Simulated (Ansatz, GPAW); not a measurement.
**BaCa2As2 (model structure): optical spectrum from first principles**

Aim: the dielectric function of BaCa2As2 (model structure), and the optical constants that follow from it. The cell was made here by substitution or stacking, whether or not such a phase is known. It was built so: All Mg replaced by Ca in the P-3m1 structure of BaMg2As2. The cell is first relaxed with Ansatz.

Calculated with GPAW 26.7.0; DFT, revPBE, plane-wave PAW (GPAW data sets), scalar-relativistic, RPA, optical limit.

**1. Starting point**

The structure is trigonal, space group P-3m1 (No. 164). Conventional cell: a = 4.878 Å, b = 4.878 Å, c = 8.436 Å, α = 90.00°, β = 90.00°, γ = 120.00°. Nearest to Ba lie 6 As at 3.65 Å. Nearest to As lie 4 Ca at 2.93 to 2.94 Å and 3 Ba at 3.65 Å. Ca has 4 As at 2.93 to 2.94 Å nearest. All Mg replaced by Ca in the P-3m1 structure of BaMg2As2. Farther neighbours are not listed.

Coordinates:

```cif
data_structure
_symmetry_space_group_name_H-M 'P 1'
_symmetry_Int_Tables_number 1
_cell_length_a 4.8781
_cell_length_b 4.8781
_cell_length_c 8.4361
_cell_angle_alpha 90.000
_cell_angle_beta 90.000
_cell_angle_gamma 120.000
_cell_volume 173.85
loop_
_atom_site_label
_atom_site_type_symbol
_atom_site_fract_x
_atom_site_fract_y
_atom_site_fract_z
_atom_site_occupancy
Ba1 Ba 0.00000 0.00000 0.00000 1
As2 As 0.33333 0.66667 0.27524 1
As3 As 0.66667 0.33333 0.72476 1
Ca4 Ca 0.33333 0.66667 0.62274 1
Ca5 Ca 0.66667 0.33333 0.37726 1
```

**2. Relaxation**

The structure was built or cut out here, so it is relaxed before any spectrum is computed.

This step: DFT, revPBE, plane-wave PAW, default files, scalar-relativistic, relaxation (Ansatz 0.2.0).

Contents of input.yaml:

```yaml
crystal:
  lattice:
    - [4.8780964297, 2.9e-09, 0.0]
    - [-2.4390482174, 4.2245554288, 0.0]
    - [0.0, 0.0, 8.43606078]
  atoms:
    - { symbol: Ba, position: [0.0, 0.0, 0.0] }
    - { symbol: As, position: [0.3333333333, 0.6666666667, 0.27523528] }
    - { symbol: As, position: [0.6666666667, 0.3333333333, 0.72476472] }
    - { symbol: Ca, position: [0.3333333333, 0.6666666667, 0.6227365] }
    - { symbol: Ca, position: [0.6666666667, 0.3333333333, 0.3772635] }
kpoints:
  mp_grid: { grid: [5, 5, 3] }
scf:
  occupations: { method: fermi_dirac, width: 0.05 }
hamiltonian:
  xc: revpbe
output:
  forces: true
  stress: true
  write_density: true
  write_potential: true
  elf: true
  volumetric_format: npy
relax:
  f_tol: 0.02
  max_steps: 50
  cell: {}
```

Launch:

```console
> ansatz run input.yaml --threads 1 --pin off --max-ram 4096MiB --backend cpu --events-out ev --progress --plain --runs-dir out
```

Numbers of over 12 decimals in the logs are rounded to 6 here.

Log:

```text
Engine: ansatz 0.2.0, x86_64-unknown-linux-gnu
Pseudopotentials: kind: paw
Pseudopotential: Ba, paw, valence charge 10, recommended cutoff 420 eV (normal), Ba.paw.azcp
Pseudopotential: As, paw, valence charge 15, recommended cutoff 420 eV (normal), As.paw.azcp
Pseudopotential: Ca, paw, valence charge 10, recommended cutoff 420 eV (normal), Ca.paw.azcp
Functional definition: revPBE
  parameter kappa = 1.245
  parameter beta = 0.066725
  exchange = pbe_x(kappa = kappa, mu = beta*pi^2/3)
  correlation = pbe_c(beta = beta)
Crystal: 5 atoms, lattice volume = 173.849 Å³
Basis set: ecut = 420 eV, 3407 PW (Γ), exchange–correlation on 72×72×120 points (8 copies of the dense FFT grid, shifted against one another)
Bands: 36, of which v1, the nominal top of the filled ones, is band 30 counted from 1 (29 counted from 0)
Symmetry: 12 space group operations
Space group: P-3m1 (ITA 164), of the structure as read, at distance tolerance 5.6e-5 Å
k-points: 12 of 75
Non-local potential: Ba, projectors of the file, l = 0: 3, l = 1: 2, l = 2: 2, l = 3: 2
Non-local potential: As, projectors of the file, l = 0: 2, l = 1: 2, l = 2: 3, l = 3: 1
Non-local potential: Ca, projectors of the file, l = 0: 3, l = 1: 2, l = 2: 2
PAW form: soft (Blöchl's): semilocal exchange-correlation on the pseudo side does not see the compensation charge
PAW frozen core: Ba, regenerated for the run's functional, and the local potential with it (the file was generated under x = pbe(κ = 0.804, μ = 0.219515), c = pbe(β = 0.066725))
PAW frozen core: As, regenerated for the run's functional, and the local potential with it (the file was generated under x = pbe(κ = 0.804, μ = 0.219515), c = pbe(β = 0.066725))
PAW frozen core: Ca, regenerated for the run's functional, and the local potential with it (the file was generated under x = pbe(κ = 0.804, μ = 0.219515), c = pbe(β = 0.066725))
PAW one-centre angular grid: Ba, 194 points (default); XC on 64 Gauss nodes
PAW one-centre angular grid: As, 590 points (default); XC on 64 Gauss nodes
PAW one-centre angular grid: Ca, 110 points (default); XC on 64 Gauss nodes
Initial density: superposition of atomic densities (neutral atoms: chi_scale 0, normalization atom), corrected by the library's trained network
Initial wavefunctions: pseudopotential atomic-orbital guess
Functional: x = revpbe(κ = 1.245, μ = 0.219515), c = pbe(β = 0.066725)
SCF iter   1: F=—  HF=-19322.735702 eV  |F-HF|=—  |Δ(HF+E_count)|=         —  Δρ=1.23e-3  dr2=4.30e-3  ethr=1.77e-3  ⟨swp⟩=8.8  Hψ=2090  notcnv=0
preconditioner: auto → Resta (q_TF=auto, 2.285 Å⁻¹)  ε∞=3.4  [insulator: Δε(μ)=1.596 eV  Ē_g=8.527 eV  σ=0.050 eV  W_gap=1.00  n_scr=36 (ndim 8)  ℏωp=13.2 eV  f_vac=0.029  D(μ)=0.00/eV (n_scr^D=0)  ε∞_Penn≈3.4]
SCF iter   2: F=—  HF=-19322.736769 eV  |F-HF|=—  |Δ(HF+E_count)|=   1.07e-3  Δρ=7.78e-4  dr2=1.46e-3  ethr=7.17e-6  ⟨swp⟩=2.8  Hψ=889  notcnv=0  defer=1
SCF iter   3: F=—  HF=-19322.737155 eV  |F-HF|=—  |Δ(HF+E_count)|=   3.86e-4  Δρ=2.46e-4  dr2=4.48e-4  ethr=2.43e-6  ⟨swp⟩=2.9  Hψ=737  notcnv=0  defer=1
SCF iter   4: F=—  HF=-19322.737066 eV  |F-HF|=—  |Δ(HF+E_count)|=   8.90e-5  Δρ=1.15e-4  dr2=5.63e-5  ethr=7.47e-7  ⟨swp⟩=2.0  Hψ=752  notcnv=0  defer=1
SCF iter   5: F=—  HF=-19322.737011 eV  |F-HF|=—  |Δ(HF+E_count)|=   5.46e-5  Δρ=3.83e-5  dr2=5.23e-6  ethr=9.39e-8  ⟨swp⟩=3.0  Hψ=754  notcnv=0  defer=3
SCF iter   6: F=—  HF=-19322.737014 eV  |F-HF|=—  |Δ(HF+E_count)|=   2.58e-6  Δρ=1.48e-5  dr2=1.06e-6  ethr=8.72e-9  ⟨swp⟩=2.0  Hψ=752  notcnv=0  defer=3
SCF iter   7: F=—  HF=-19322.737015 eV  |F-HF|=—  |Δ(HF+E_count)|=   8.54e-7  Δρ=4.89e-6  dr2=1.04e-7  ethr=1.77e-9  ⟨swp⟩=2.9  Hψ=743  notcnv=0  defer=3
SCF iter   8: F=-19322.737015 eV  HF=-19322.737015 eV  |F-HF|=4.77e-9  |Δ(HF+E_count)|=   5.39e-8  Δρ=1.41e-6  dr2=5.82e-9  ethr=1.67e-10  ⟨swp⟩=8.0  Hψ=2898  notcnv=0
SCF 1 converged in 8 iterations: F = -19322.737015 eV  dr2 = 5.82e-9
  greatest PAW one-centre occupation: 0.999 electrons in one spin orbital (limit 2), on the As atom at site 2 (counted from 0), in its partial waves of l = 2
relax step   1: F+E_penalty+E_count = -19322.73701494 eV  Δ(F+E_penalty+E_count) = +0.000e0 eV  max|allowed force component| = 7.002e-1 eV/Å  Δτ_max = 0.0000 Å  P = +0.323 GPa  Ω = 173.849 Å³  (8 SCF iters, dr2 threshold 1.00e-7 eV, accepted)
Crystal: 5 atoms, lattice volume = 174.612 Å³
Basis set: ecut = 420 eV, 3417 PW (Γ), exchange–correlation on 72×72×120 points (8 copies of the dense FFT grid, shifted against one another)
Initial density: handed on by an earlier stage of this run
Initial wavefunctions: those handed on with the density
iter 1 solved again at ethr=4.80e-4 eV; its pass at ethr=3.10e-3 eV (dr2=2.88e-1 eV) is discarded
SCF iter   1: F=—  HF=-19322.966666 eV  |F-HF|=—  |Δ(HF+E_count)|=         —  Δρ=1.12e-2  dr2=2.87e-1  ethr=4.80e-4  ⟨swp⟩=1.8  Hψ=2627  notcnv=0
preconditioner: auto → Resta (q_TF=auto, 2.283 Å⁻¹)  ε∞=3.4  [insulator: Δε(μ)=1.535 eV  Ē_g=8.487 eV  σ=0.050 eV  W_gap=1.00  n_scr=34 (ndim 8)  ℏωp=13.2 eV  f_vac=0.034  D(μ)=0.00/eV (n_scr^D=0)  ε∞_Penn≈3.4]
SCF iter   2: F=—  HF=-19322.903391 eV  |F-HF|=—  |Δ(HF+E_count)|=   6.33e-2  Δρ=5.28e-3  dr2=3.72e-2  ethr=4.79e-4  ⟨swp⟩=3.5  Hψ=655  notcnv=0
SCF iter   3: F=—  HF=-19322.895437 eV  |F-HF|=—  |Δ(HF+E_count)|=   7.95e-3  Δρ=1.02e-3  dr2=1.71e-3  ethr=6.19e-5  ⟨swp⟩=2.8  Hψ=853  notcnv=0
SCF iter   4: F=—  HF=-19322.896156 eV  |F-HF|=—  |Δ(HF+E_count)|=   7.20e-4  Δρ=3.16e-4  dr2=1.76e-4  ethr=2.85e-6  ⟨swp⟩=2.0  Hψ=790  notcnv=0
SCF iter   5: F=—  HF=-19322.896368 eV  |F-HF|=—  |Δ(HF+E_count)|=   2.11e-4  Δρ=8.72e-5  dr2=2.94e-5  ethr=2.93e-7  ⟨swp⟩=2.0  Hψ=594  notcnv=0
SCF iter   6: F=—  HF=-19322.896406 eV  |F-HF|=—  |Δ(HF+E_count)|=   3.87e-5  Δρ=3.41e-5  dr2=3.86e-6  ethr=4.91e-8  ⟨swp⟩=2.0  Hψ=707  notcnv=0
SCF iter   7: F=—  HF=-19322.896411 eV  |F-HF|=—  |Δ(HF+E_count)|=   4.62e-6  Δρ=1.12e-5  dr2=5.20e-7  ethr=6.44e-9  ⟨swp⟩=2.2  Hψ=789  notcnv=0
SCF iter   8: F=-19322.896411 eV  HF=-19322.896411 eV  |F-HF|=1.16e-7  |Δ(HF+E_count)|=   2.87e-7  Δρ=5.09e-6  dr2=4.78e-8  ethr=8.33e-10  ⟨swp⟩=11.0  Hψ=4227  notcnv=0
SCF 2 converged in 8 iterations: F = -19322.896411 eV  dr2 = 4.78e-8
relax step   2: F+E_penalty+E_count = -19322.89641090 eV  Δ(F+E_penalty+E_count) = -1.594e-1 eV  max|allowed force component| = 1.292e-1 eV/Å  Δτ_max = 0.1759 Å  P = -0.753 GPa  Ω = 174.612 Å³  energy of the carried Pulay correction = -3.681e-5 eV  (8 SCF iters, dr2 threshold 5.00e-7 eV, accepted)
Crystal: 5 atoms, lattice volume = 172.166 Å³
Basis set: ecut = 420 eV, 3369 PW (Γ), exchange–correlation on 72×72×120 points (8 copies of the dense FFT grid, shifted against one another)
iter 1 solved again at ethr=8.19e-6 eV; its pass at ethr=3.10e-3 eV (dr2=4.92e-3 eV) is discarded
SCF iter   1: F=—  HF=-19322.908609 eV  |F-HF|=—  |Δ(HF+E_count)|=         —  Δρ=1.39e-3  dr2=4.89e-3  ethr=8.19e-6  ⟨swp⟩=1.8  Hψ=2520  notcnv=0
preconditioner: auto → Resta (q_TF=auto, 2.289 Å⁻¹)  ε∞=3.5  [insulator: Δε(μ)=1.596 eV  Ē_g=8.432 eV  σ=0.050 eV  W_gap=1.00  n_scr=34 (ndim 8)  ℏωp=13.3 eV  f_vac=0.025  D(μ)=0.00/eV (n_scr^D=0)  ε∞_Penn≈3.5]
SCF iter   2: F=—  HF=-19322.907469 eV  |F-HF|=—  |Δ(HF+E_count)|=   1.14e-3  Δρ=6.21e-4  dr2=5.63e-4  ethr=8.15e-6  ⟨swp⟩=2.2  Hψ=705  notcnv=0
SCF iter   3: F=—  HF=-19322.907427 eV  |F-HF|=—  |Δ(HF+E_count)|=   4.17e-5  Δρ=2.25e-4  dr2=8.64e-5  ethr=9.38e-7  ⟨swp⟩=2.5  Hψ=781  notcnv=0
SCF iter   4: F=—  HF=-19322.907392 eV  |F-HF|=—  |Δ(HF+E_count)|=   3.50e-5  Δρ=5.51e-5  dr2=1.19e-5  ethr=1.44e-7  ⟨swp⟩=2.0  Hψ=768  notcnv=0
SCF iter   5: F=—  HF=-19322.907399 eV  |F-HF|=—  |Δ(HF+E_count)|=   6.11e-6  Δρ=2.55e-5  dr2=2.17e-6  ethr=1.99e-8  ⟨swp⟩=2.0  Hψ=788  notcnv=0
SCF iter   6: F=-19322.907400 eV  HF=-19322.907400 eV  |F-HF|=3.89e-7  |Δ(HF+E_count)|=   1.33e-6  Δρ=1.16e-5  dr2=4.94e-7  ethr=8.33e-10  ⟨swp⟩=11.2  Hψ=4306  notcnv=0
SCF 3 converged in 6 iterations: F = -19322.907400 eV  dr2 = 4.94e-7
relax step   3: F+E_penalty+E_count = -19322.90740026 eV  Δ(F+E_penalty+E_count) = -1.099e-2 eV  max|allowed force component| = 1.643e-2 eV/Å  Δτ_max = 0.0188 Å  P = -0.237 GPa  Ω = 172.166 Å³  energy of the carried Pulay correction = +8.165e-5 eV  (6 SCF iters, dr2 threshold 5.00e-7 eV, accepted)
[...]
relax step   4: F+E_penalty+E_count = -19322.90844199 eV  Δ(F+E_penalty+E_count) = -1.042e-3 eV  max|allowed force component| = 2.860e-3 eV/Å  Δτ_max = 0.0032 Å  P = +0.022 GPa  Ω = 170.839 Å³  energy of the carried Pulay correction = +1.466e-4 eV  (6 SCF iters, dr2 threshold 1.94e-7 eV, accepted)
Initial wavefunctions: pseudopotential atomic-orbital guess (no wavefunctions were taken with the density)
iter 1 solved again at ethr=3.33e-7 eV; its pass at ethr=3.10e-3 eV (dr2=2.00e-4 eV) is discarded
SCF iter   1: F=—  HF=-19322.908382 eV  |F-HF|=—  |Δ(HF+E_count)|=         —  Δρ=2.20e-5  dr2=1.37e-7  ethr=3.33e-7  ⟨swp⟩=3.0  Hψ=3358  notcnv=0
eigensolver tolerance schedule: the retry pair's looser diagonalisation over-reported the residual by 1458.29 of it (diagonalisation noise at 0.19 of the residual, at the tolerance the schedule requests for it); recorded, not acted on — ethr = c·dr2/N_el stays at c = 1.0e-1
preconditioner: auto → Resta (q_TF=auto, 2.292 Å⁻¹)  ε∞=3.5  [insulator: Δε(μ)=1.613 eV  Ē_g=8.448 eV  σ=0.050 eV  W_gap=1.00  n_scr=34 (ndim 8)  ℏωp=13.3 eV  f_vac=0.026  D(μ)=0.00/eV (n_scr^D=0)  ε∞_Penn≈3.5]
SCF iter   2: F=—  HF=-19322.908324 eV  |F-HF|=—  |Δ(HF+E_count)|=   5.84e-5  Δρ=1.15e-5  dr2=5.34e-8  ethr=2.28e-10  ⟨swp⟩=2.2  Hψ=795  notcnv=0
SCF iter   3: F=—  HF=-19322.908325 eV  |F-HF|=—  |Δ(HF+E_count)|=   9.70e-7  Δρ=3.36e-6  dr2=1.30e-8  ethr=8.89e-11  ⟨swp⟩=2.0  Hψ=585  notcnv=0
SCF iter   4: F=—  HF=-19322.908325 eV  |F-HF|=—  |Δ(HF+E_count)|=   7.84e-8  Δρ=9.17e-7  dr2=2.70e-9  ethr=2.16e-11  ⟨swp⟩=2.0  Hψ=768  notcnv=0
SCF iter   5: F=—  HF=-19322.908325 eV  |F-HF|=—  |Δ(HF+E_count)|=   7.54e-9  Δρ=2.77e-7  dr2=3.50e-10  ethr=4.50e-12  ⟨swp⟩=2.0  Hψ=527  notcnv=0
SCF iter   6: F=-19322.908325 eV  HF=-19322.908325 eV  |F-HF|=3.64e-12  |Δ(HF+E_count)|=  3.42e-10  Δρ=9.79e-8  dr2=2.58e-11  ethr=1.00e-12  ⟨swp⟩=6.5  Hψ=2508  notcnv=0
SCF 5 converged in 6 iterations: F = -19322.908325 eV  dr2 = 2.58e-11
relax step   5: F+E_penalty+E_count = -19322.90832499 eV  Δ(F+E_penalty+E_count) = +1.170e-4 eV  max|allowed force component| = 2.922e-3 eV/Å  Δτ_max = 0.0000 Å  P = +0.022 GPa  Ω = 170.839 Å³  stress off target by 4.02e-2 GPa  SCF on the basis re-selected at this cell (its energy is not comparable with the rows above)  (6 SCF iters)
basis re-selected at this cell: Δ(F+E_penalty+E_count) = +1.170e-4 eV, ΔP = -0.000 GPa vs the last step (what re-selecting the basis moved, of the pressure what is left beyond the Pulay correction that the steps carried, after the strain that the cell walked since its last selection, with what the two solves' SCF thresholds leave and, on support functions, any second-order correction that the steps lacked; it is no m [...]
SCF converged after 6 iterations
Free energy (F): -19322.908325 eV
Harris-Foulkes:  -19322.908325 eV  (|F-HF|=3.64e-12)
Internal energy: -19322.908325 eV  (E = F + TS)
E sigma→0 (E₀):  -19322.908325 eV
Entropy (-TS):   -0.000000 eV (-0.000 meV/atom)
Fermi energy:    6.743998 eV
--- Per-component energies (eV) ---
  E_band       = -895.223238
  E_kinetic    = 930.235057
  E_local      = -6331.409257  (includes V_loc(G=0)·N_el)
  E_nonlocal   = -1161.208277
  E_hartree    = 3001.216314
  E_xc         = -602.920855
  E_vxc        = -637.385345  (∫ρ·V_xc dr)
  E_paw        = -10633.007092  (= ΣΔE_a)
  E_vpaw       = 302.112254  (= ΣTr[D̂ρ^β])
  E_aug_tail   = 0.000001  (compensation charges beyond the density's cutoff)
  E_ewald      = -4525.367620
  E_core_change = -0.446596  (= ΣΔE_core)
  E_smearing   = -0.000000  (= −TS)
  E_closure    = -0.000000  (closes the sum)
  Σ components = -19322.908325   (vs F -19322.908325, Δ=0.00e0)
--- Forces (eV/Å), atoms counted from 1 ---
  atom   1  Ba    -0.00000000     0.00000000     0.00000000
  atom   2  As    -0.00000000     0.00000000     0.00292206
  atom   3  As     0.00000000    -0.00000000    -0.00292206
  atom   4  Ca    -0.00000000     0.00000000    -0.00125069
  atom   5  Ca     0.00000000    -0.00000000     0.00125069
  max |Σ_I F_I| component: 8.10e-18 eV/Å
--- Stress (GPa, compression-positive) ---
        0.040232       0.000000      -0.000000
        0.000000       0.040232      -0.000000
       -0.000000      -0.000000      -0.014423
  P = ⅓ Tr σ = 0.0220 GPa (0.220 kbar)
--- Band table (eV; the first three rows and the last of 12) ---
  k-point 0: bands = [... 26 lower, 5.4609, 5.7412, 5.7412, 5.9371, 7.8012, 8.5164, 8.5164, 9.0639, ... 2 higher]
  k-point 1: bands = [... 26 lower, 5.3831, 5.3831, 5.8341, 5.8341, 8.7360, 8.7492, 8.7492, 9.0775, ... 2 higher]
  k-point 2: bands = [... 26 lower, 5.2534, 5.5096, 5.7509, 5.8092, 8.1764, 8.5875, 8.7182, 9.1183, ... 2 higher]
  k-point 11: bands = [... 26 lower, 5.2443, 5.4284, 5.5668, 5.6739, 8.0401, 8.4691, 8.8512, 9.2745, ... 2 higher]
--- Relaxed structure (4 steps of the walk, 4 accepted, 1 SCFs on fresh bases) ---
  F+E_penalty+E_count = -19322.90832499 eV   max|allowed force component| = 2.922e-3 eV/Å   (the final SCF, on the basis selected at the relaxed cell)
  cell:  # Å, volume = 170.8386 Å³
    - [4.928250, 2.9522874677671654e-9, 0]
    - [-2.464125, 4.267989, 0]
    - [0, 0, 8.122130]
  atoms:
    - { symbol: Ba, position: [0, 0, 0] }
    - { symbol: As, position: [0.333333, 0.666667, 0.256456] }
    - { symbol: As, position: [0.666667, 0.333333, 0.743544] }
    - { symbol: Ca, position: [0.333333, 0.666667, 0.637568] }
    - { symbol: Ca, position: [0.666667, 0.333333, 0.362432] }
```

Run time: 24 s. Hardware: 1 thread of Intel Xeon Platinum 8259CL at 2.50GHz (Skylake/Cascade Lake), shared host; peak memory 0.55 GiB.

The steps of the relaxation:

```csv
step,energy less that of the first step (eV),largest force component (eV/Å),pressure (GPa),volume (Å³)
1,0.0000,0.7002,0.32,173.85
2,-0.1594,0.1292,-0.75,174.61
3,-0.1704,0.0164,-0.24,172.17
4,-0.1714,0.0029,0.02,170.84
5*,-0.1713,0.0029,0.02,170.84
```

Relaxation steps marked * repeat the geometry before them on a plane-wave basis chosen anew for their cell, so energy and pressure can jump there.

Forces are held to the 12 operations that the run works with; a distortion that breaks them can't arise in this run.

```csv
"conventional cell, symmetrised",before,after,change
a (Å),4.878,4.928,+1.0 %
b (Å),4.878,4.928,+1.0 %
c (Å),8.436,8.122,-3.7 %
volume (Å³/atom),34.77,34.17,-1.7 %
```

The atoms that moved most (Å, as changes of fractional coordinates times the final cell):

```csv
atom,dx,dy,dz,length
As3,0.000,0.000,0.153,0.153
As2,0.000,0.000,-0.153,0.153
Ca4,0.000,0.000,0.120,0.120
Ca5,0.000,0.000,-0.120,0.120
```

The relaxed structure:

```
Ba As Ca
1.0
     4.92825    0.00000    0.00000
    -2.46412    4.26799    0.00000
     0.00000    0.00000    8.12213
Ba As Ca
1 2 2
Direct
  0.00000 0.00000 0.00000
  0.33333 0.66667 0.25646
  0.66667 0.33333 0.74354
  0.33333 0.66667 0.63757
  0.66667 0.33333 0.36243
```

The relaxation ends with a largest force component of 0.0029 eV/Å and a pressure of 0.02 GPa.

(Continued in part 2 of 2.)

[Machine, clock and banner lines and Python warnings are left out of the logs.]

[Logs are printed without paths, hosts, clocks, repeated set-up lines and the standing remarks that a program may print on its own settings, such as how far it seeks lower states.]

[Hosts, paths, dates, database ids (printed as entryN), source tags and the programs' standing remarks are cut or masked in the printed files.]
